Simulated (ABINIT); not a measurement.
**SrTiO3 (Tausonite): one start, several treatments of the self-energy**

How much does the gap of SrTiO3 (Tausonite) depend on the approximation to the self-energy?

Program: ABINIT 10.8.3. Level of theory: PBE and many-body steps on it, plane waves. Results are calculated unless marked as measured.

**What was measured.**

- Gap 3.77 eV: direct gap (M0 critical point); spectroscopic ellipsometry, second-derivative fit; 300 K; bulk crystal (commercial single crystal) (“Optical probe of ferroelectric order in bulk and thin film perovskite titanates”, 2013, arxiv:1309.1245).

Most raw output is cut from this account.

### 1. The structure

The structure is cubic, space group Pm-3m (No. 221). The conventional cell has a = 3.905 Å, b = 3.905 Å, c = 3.905 Å, α = 90.00°, β = 90.00°, γ = 90.00°. Sr has 12 O at 2.76 Å nearest. Ti has 6 O at 1.95 Å nearest. O has 2 Ti at 1.95 Å and 4 Sr at 2.76 Å nearest. Farther neighbours and most contacts between anions are not listed.

Coordinates:

```cif
data_structure
_symmetry_space_group_name_H-M 'Pm-3m'
_symmetry_Int_Tables_number 221
_cell_length_a 3.9053
_cell_length_b 3.9053
_cell_length_c 3.9053
_cell_angle_alpha 90.000
_cell_angle_beta 90.000
_cell_angle_gamma 90.000
_cell_volume 59.56
loop_
_atom_site_label
_atom_site_type_symbol
_atom_site_symmetry_multiplicity
_atom_site_Wyckoff_symbol
_atom_site_fract_x
_atom_site_fract_y
_atom_site_fract_z
_atom_site_occupancy
Sr1 Sr 1 b 0.50000 0.50000 0.50000 1
Ti1 Ti 1 a 0.00000 0.00000 0.00000 1
O1 O 3 d 0.50000 0.00000 0.00000 1
```

The cell and positions come from the Crystallography Open Database and are kept as given unless a step says otherwise.

### 2. Empty states on the mesh, 4×4×4 mesh, 205 bands

This step: ABINIT 10.8.3; DFT, PBE, plane waves, norm-conserving pseudopotentials.

The sums over transitions need many empty states on a uniform mesh; this step solves for them.

The input, run.abi:

```
acell 3*1.0 Angstrom
rprim 
  3.905280000000 0.000000000000 0.000000000000
  0.000000000000 3.905280000000 0.000000000000
  0.000000000000 0.000000000000 3.905280000000
ntypat 3
znucl 38 22 8
natom 5
typat 1 2 3 3 3
xred 
  0.500000000000 0.500000000000 0.500000000000
  0.000000000000 0.000000000000 0.000000000000
  0.500000000000 0.000000000000 0.000000000000
  0.000000000000 0.500000000000 0.000000000000
  0.000000000000 0.000000000000 0.500000000000
pp_dirpath "pseudos"
pseudos "Sr.upf, Ti.upf, O.upf"
ecut 38
ngkpt 4 4 4
nshiftk 1
shiftk 0 0 0
kptopt 1
chksymbreak 0
irdden 1
istwfk *1
nband 205
prtvol 0
optdriver 6
gwr_task "HDIAGO"
paral_kgb 0
occopt 1
indata_prefix "in"
outdata_prefix "out"
tmpdata_prefix "tmp"
```

The run is started by

```bash
> OMP_NUM_THREADS=1 mpirun -n 8 abinit run.abi > log
```

Wall time 4.9 min (8 MPI ranks of Arm Neoverse V1, shared host); peak memory 9.2 GiB; 36 min of CPU time.

Numbers from this step:

```yaml
gap: 1.908 eV
k_of_the_valence_top: 0.5, 0.5, 0.5
k_of_the_conduction_bottom: 0, 0, 0
least_direct_gap: 2.263 eV
k_points_computed: 10
lowest_point_of_the_top_converged_band_above_the_valence_top: 107.3398 eV
```

On this mesh the gap is 1.908 eV.

The density comes from a self-consistent run that is not shown.

### 3. Screening, 4×4×4 mesh, 197 bands, screening to 190.5 eV

The RPA dielectric matrix is built and inverted for each q.

This step: RPA screening on PBE, plane waves, norm-conserving pseudopotentials.

run.abi, as its differences from that of step 2:

```diff
@@ -23,10 +23,11 @@
 chksymbreak 0
-irdden 1
 istwfk *1
-nband 205
-prtvol 0
-optdriver 6
-gwr_task "HDIAGO"
-paral_kgb 0
 occopt 1
+irdwfk 1
+optdriver 3
+nband 197
+ecuteps 7
+inclvkb 2
+awtr 1
+symchi 1
 indata_prefix "in"
```

Run time: 5 min. Hardware: 8 MPI ranks; peak memory 2.5 GiB; 36 min of CPU time.

Numbers from this step:

| Property | Result |
| --- | --- |
| ε∞ with local fields, on this mesh, along the program's q direction | 6.391 |
| the same without local fields | 6.776 |
| plasma frequency | 30.43 eV |
| plane waves in the screening matrix | 365 |

Local fields lower ε∞ by 6 %. On a Γ-centred mesh this coarse the value itself is usually too large, while a short band sum pulls it down.

### 4. G0W0, Godby-Needs plasmon pole

The self-energy is evaluated for the states that the input lists, and the levels follow from it, in one-shot runs by the linearised quasiparticle equation.

This step: G0W0 on PBE, plane waves, norm-conserving pseudopotentials.

run.abi, as its differences from that of step 3:

```diff
@@ -26,8 +26,17 @@
 irdwfk 1
-optdriver 3
+optdriver 4
 nband 197
+gwcalctyp 0
+ecutsigx 38
+symsigma 1
+nkptgw 2
+kptgw 
+  0.5000000000 0.5000000000 0.5000000000
+  0.0000000000 0.0000000000 0.0000000000
+bdgw 
+  18 23
+  18 23
 ecuteps 7
-inclvkb 2
-awtr 1
-symchi 1
+irdscr 1
+ppmodel 1
 indata_prefix "in"
```

The job ended after 46 s (8 MPI ranks; peak memory 2.4 GiB).

Numbers from this step:

| Quantity | Value |
| --- | --- |
| G0W0 gap on the points computed | 3.479 eV |
| starting gap on the mesh | 1.908 eV |
| k of the valence top | 0.5, 0.5, 0.5 |
| k of the conduction bottom | 0, 0, 0 |
| Z at the valence top | 0.767 |
| Z at the conduction bottom | 0.781 |
| least direct G0W0 gap on the computed points | 3.852 eV |

The gap on the mesh goes from 1.91 eV to 3.48 eV, a correction of +1.57 eV.

### 5. G0W0, Hybertsen-Louie plasmon pole

run.abi, as its differences from that of step 4:

```diff
@@ -40,3 +40,3 @@
 irdscr 1
-ppmodel 1
+ppmodel 2
 indata_prefix "in"
```

Run time: 40 s. Hardware: 8 MPI ranks; peak memory 2.3 GiB.

Numbers from this step:

```
G0W0 gap on the points computed              : 4.208 eV
starting gap on the mesh                     : 1.908 eV
k of the valence top                         : 0.5, 0.5, 0.5
k of the conduction bottom                   : 0, 0, 0
Z at the valence top                         : 0.831
Z at the conduction bottom                   : 0.85
least direct G0W0 gap on the computed points : 4.544 eV
```

Against G0W0 in ABINIT (4×4×4 mesh, 197 bands, screening to 190.5 eV, Godby-Needs plasmon pole), the gap moves by +0.729 eV.

### 6. G0W0, von der Linden-Horsch plasmon pole

run.abi, as its differences from that of step 5:

```diff
@@ -40,3 +40,3 @@
 irdscr 1
-ppmodel 2
+ppmodel 3
 indata_prefix "in"
```

The job ended after 42 s (8 MPI ranks; peak memory 2.1 GiB).

This step gave:

* G0W0 gap on the points computed: 3.621 eV
* starting gap on the mesh: 1.908 eV
* k of the valence top: 0.5, 0.5, 0.5
* k of the conduction bottom: 0, 0, 0
* least direct G0W0 gap on the computed points: 3.990 eV

Against G0W0 in ABINIT (4×4×4 mesh, 197 bands, screening to 190.5 eV, Godby-Needs plasmon pole), the gap moves by +0.142 eV.

### 7. G0W0, Engel-Farid plasmon pole

run.abi, as its differences from that of step 6:

```diff
@@ -40,3 +40,3 @@
 irdscr 1
-ppmodel 3
+ppmodel 4
 indata_prefix "in"
```

The job ended after 28 s (8 MPI ranks; peak memory 2.1 GiB).

This step gave:

| Item | Value |
| --- | --- |
| G0W0 gap on the points computed | 3.600 eV |
| starting gap on the mesh | 1.908 eV |
| k of the valence top | 0.5, 0.5, 0.5 |
| k of the conduction bottom | 0, 0, 0 |
| least direct G0W0 gap on the computed points | 3.982 eV |

Against G0W0 in ABINIT (4×4×4 mesh, 197 bands, screening to 190.5 eV, Godby-Needs plasmon pole), the gap moves by +0.121 eV.

### 8. One-shot Hartree-Fock

This step: one-shot Hartree-Fock on PBE, plane waves, norm-conserving pseudopotentials.

run.abi, as its differences from that of step 7:

```diff
@@ -27,4 +27,4 @@
 optdriver 4
-nband 197
-gwcalctyp 0
+nband 24
+gwcalctyp 5
 ecutsigx 38
@@ -38,5 +38,4 @@
   18 23
-ecuteps 7
-irdscr 1
-ppmodel 4
+ixc_sigma 40
+fftgw 31
 indata_prefix "in"
```

Wall time 6.3 s (8 MPI ranks); peak memory 1.3 GiB; 42 s of CPU time.

Numbers from this step:

```yaml
quasiparticle_gap_on_the_points_computed: 14.33 eV
starting_gap_on_the_mesh: 1.908 eV
k_of_the_valence_top: 0.5, 0.5, 0.5
k_of_the_conduction_bottom: 0, 0, 0
least_direct_quasiparticle_gap_on_the_computed_points: 14.52 eV
```

Against G0W0 in ABINIT (4×4×4 mesh, 197 bands, screening to 190.5 eV, Godby-Needs plasmon pole), the gap moves by +10.855 eV.

### 9. Screening, 4×4×4 mesh, 197 bands, screening to 190.5 eV

This step: RPA screening on PBE, plane waves, norm-conserving pseudopotentials.

run.abi, as its differences from that of step 8:

```diff
@@ -26,16 +26,11 @@
 irdwfk 1
-optdriver 4
-nband 24
-gwcalctyp 5
-ecutsigx 38
-symsigma 1
-nkptgw 2
-kptgw 
-  0.5000000000 0.5000000000 0.5000000000
-  0.0000000000 0.0000000000 0.0000000000
-bdgw 
-  18 23
-  18 23
-ixc_sigma 40
-fftgw 31
+optdriver 3
+nband 197
+ecuteps 7
+inclvkb 2
+awtr 1
+symchi 1
+gwcalctyp 1
+nfreqre 0
+nfreqim 16
 indata_prefix "in"
```

Run time: 19 min. Hardware: 8 MPI ranks; peak memory 2.8 GiB.

Numbers from this step:

* ε∞ with local fields, on this mesh, along the program's q direction: 6.391
* the same without local fields: 6.776
* plasma frequency: 30.43 eV
* plane waves in the screening matrix: 365

### 10. G0W0, analytic continuation

This step: G0W0 on PBE, plane waves, norm-conserving pseudopotentials.

run.abi, as its differences from that of step 9:

```diff
@@ -26,11 +26,18 @@
 irdwfk 1
-optdriver 3
+optdriver 4
 nband 197
+gwcalctyp 1
+ecutsigx 38
+symsigma 1
+nkptgw 2
+kptgw 
+  0.5000000000 0.5000000000 0.5000000000
+  0.0000000000 0.0000000000 0.0000000000
+bdgw 
+  18 23
+  18 23
 ecuteps 7
-inclvkb 2
-awtr 1
-symchi 1
-gwcalctyp 1
-nfreqre 0
-nfreqim 16
+irdscr 1
+nomegasi 12
+omegasimax 25 eV
 indata_prefix "in"
```

Elapsed: 23 s, on 8 MPI ranks; peak memory 2.7 GiB.

Numbers from this step:

```
G0W0 gap on the points computed              : 3.416 eV
starting gap on the mesh                     : 1.908 eV
k of the valence top                         : 0.5, 0.5, 0.5
k of the conduction bottom                   : 0, 0, 0
least direct G0W0 gap on the computed points : 3.81 eV
```

Against G0W0 in ABINIT (4×4×4 mesh, 197 bands, screening to 190.5 eV, Godby-Needs plasmon pole), the gap moves by −0.063 eV.

### 11. The runs together

Times are wall times on 8 MPI ranks of Arm Neoverse V1, shared host, good to a factor of about two. A run's time includes the screening step that it read.

| run | mesh | bands | screening cutoff (eV) | DFT gap (eV) | gap on the mesh (eV) | direct (eV) | ε∞ used | time |
| --- | --- | --- | --- | --- | --- | --- | --- | --- |
| G0W0, Godby-Needs plasmon pole | 4×4×4 | 197 | 190.5 | 1.908 | 3.479 | 3.852 | 6.39 | 5.7 min |
| G0W0, Hybertsen-Louie plasmon pole | 4×4×4 | 197 | 190.5 | 1.908 | 4.208 | 4.544 | 6.39 | 5.6 min |
| G0W0, von der Linden-Horsch plasmon pole | 4×4×4 | 197 | 190.5 | 1.908 | 3.621 | 3.990 | 6.39 | 5.7 min |
| G0W0, Engel-Farid plasmon pole | 4×4×4 | 197 | 190.5 | 1.908 | 3.600 | 3.982 | 6.39 | 5.4 min |
| one-shot Hartree-Fock | 4×4×4 | - | - | 1.908 | 14.334 | 14.520 | - | 6.3 s |
| G0W0, analytic continuation | 4×4×4 | 197 | 190.5 | 1.908 | 3.416 | 3.810 | 6.39 | 19 min |

### 12. What came out

- G0W0, Godby-Needs plasmon pole: 3.479 eV
- G0W0, Hybertsen-Louie plasmon pole: 4.208 eV
- G0W0, von der Linden-Horsch plasmon pole: 3.621 eV
- G0W0, Engel-Farid plasmon pole: 3.600 eV
- one-shot Hartree-Fock: 14.334 eV
- G0W0, analytic continuation: 3.416 eV
- known limits: not at the basis limit; no spin-orbit coupling; coarse k mesh

What this shows: G0W0, Hybertsen-Louie plasmon pole: +0.729 eV against G0W0, Godby-Needs plasmon pole. G0W0, von der Linden-Horsch plasmon pole: +0.142 eV against G0W0, Godby-Needs plasmon pole. G0W0, Engel-Farid plasmon pole: +0.121 eV against G0W0, Godby-Needs plasmon pole. One-shot Hartree-Fock: +10.855 eV against G0W0, Godby-Needs plasmon pole. G0W0, analytic continuation: −0.063 eV against G0W0, Godby-Needs plasmon pole. Bare exchange alone opens the gap to 14.33 eV; against G0W0, correlation takes back 10.85 eV. Against experiment, by G0W0, Godby-Needs plasmon pole: the direct gap of 3.85 eV lies +0.08 eV from the measured 3.77 eV (direct, 300 K, 2013). An exciton line or allowed optical edge lies below the quasiparticle gap by the binding energy; a forbidden edge can push the onset above it. These are gaps on the mesh, at modest bands and cutoff. The calculation has static nuclei and no excitons; a measured gap holds zero-point and thermal motion, which mostly lowers it. Bands and cutoff are finite, so the gap is not at the basis limit. The miss can reach some tenths of an eV and take either sign; the mesh is an error of its own. In the G0W0 runs levels were corrected at 2 k points alone, so a gap called «on the mesh» is the least over those, and an edge elsewhere would be missed. The 4×4×4 mesh is coarse for this cell, which bears on the long-range parts of exchange and screening. This is the ideal cubic cell; many perovskites, halides above all, are cubic only on average, and local tilts or off-centring can widen the gap. The many-body steps are scalar-relativistic: spin-orbit coupling is not in them.

[Paths, hosts, dates, memory and timing lines, banners, echoed tables and standing remarks are left out of the program output.]

[Logs are printed without paths, hosts, clocks, repeated set-up lines and the standing remarks that a program may print on its own settings, such as how far it seeks lower states.]

[Runs of the session that timed out or met a known fault of the program may be left out.]

[Hosts, paths, dates, database ids (printed as entryN), source tags and the programs' standing remarks are cut or masked in the printed files.]

[G0W0 gaps are taken among the corrected bands and points alone; a level outside them can change the order at an edge.]

[Where Ansatz stands beside ABINIT at settings called matched, ABINIT's density can come from a denser mesh and the files from another edition; pairs whose starting gaps differed by over 0.03 eV were left out, so agreement reads better than it is.]
